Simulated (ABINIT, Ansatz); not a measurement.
Planning a run of ABINIT 10.8.3 on ScHO2 (R-3m). The input:

```
acell 3*1.0 Angstrom
rprim 
  1.616589043500 0.933338119408 4.530924155205
  -1.616589043500 0.933338119408 4.530924155205
  0.000000000000 -1.866676238893 4.530924155189
ntypat 3
znucl 21 1 8
natom 4
typat 1 2 3 3
xred 
  0.000000000000 0.000000000000 0.000000000000
  0.500000000000 0.500000000000 0.500000000000
  0.589701000000 0.589701000000 0.589701000000
  0.410299000000 0.410299000000 0.410299000000
pp_dirpath "pseudos"
pseudos "Sc.upf, H.upf, O.upf"
ecut 36
ngkpt 8 8 8
nshiftk 1
shiftk 0.11 0.21 0.31
kptopt 3
chksymbreak 0
istwfk *1
occopt 1
irdwfk 1
optdriver 99
bs_calctype 1
mbpt_sciss 2.566 eV
bs_loband 10
nband 16
bs_exchange_term 1
bs_coulomb_term 21
bs_coupling 0
bs_algorithm 2
bs_freq_mesh 0 13 0.1 eV
zcut 0.15 eV
ecuteps 3
ecutwfn 18
inclvkb 2
mdf_epsinf 4.04
irdden 1
bs_haydock_niter 300
bs_haydock_tol -0.02 0
indata_prefix "in"
outdata_prefix "out"
tmpdata_prefix "tmp"
```

```sh
OMP_NUM_THREADS=1 mpirun -n 4 abinit run.abi > log
```

Question: How long will it take on 4 MPI ranks of Intel Xeon Platinum 8488C (Sapphire Rapids), shared host, and how much memory?

It took 13 min; on shared hardware allow 6.5 min to 26 min. Peak host memory was 5.2 GiB.

The kernel grows as the square of the matrix size, and full diagonalisation as its cube.

[Paths, hosts, dates, memory and timing lines, banners, echoed tables and standing remarks are left out of the program output.]

[Logs are printed without paths, hosts, clocks, repeated set-up lines and the standing remarks that a program may print on its own settings, such as how far it seeks lower states.]

[Runs of the session that timed out or met a known fault of the program may be left out.]

[Hosts, paths, dates, database ids (printed as entryN), source tags and the programs' standing remarks are cut or masked in the printed files.]

[G0W0 gaps are taken among the corrected bands and points alone; a level outside them can change the order at an edge.]

[Where Ansatz stands beside ABINIT at settings called matched, ABINIT's density can come from a denser mesh and the files from another edition; pairs whose starting gaps differed by over 0.03 eV were left out, so agreement reads better than it is.]
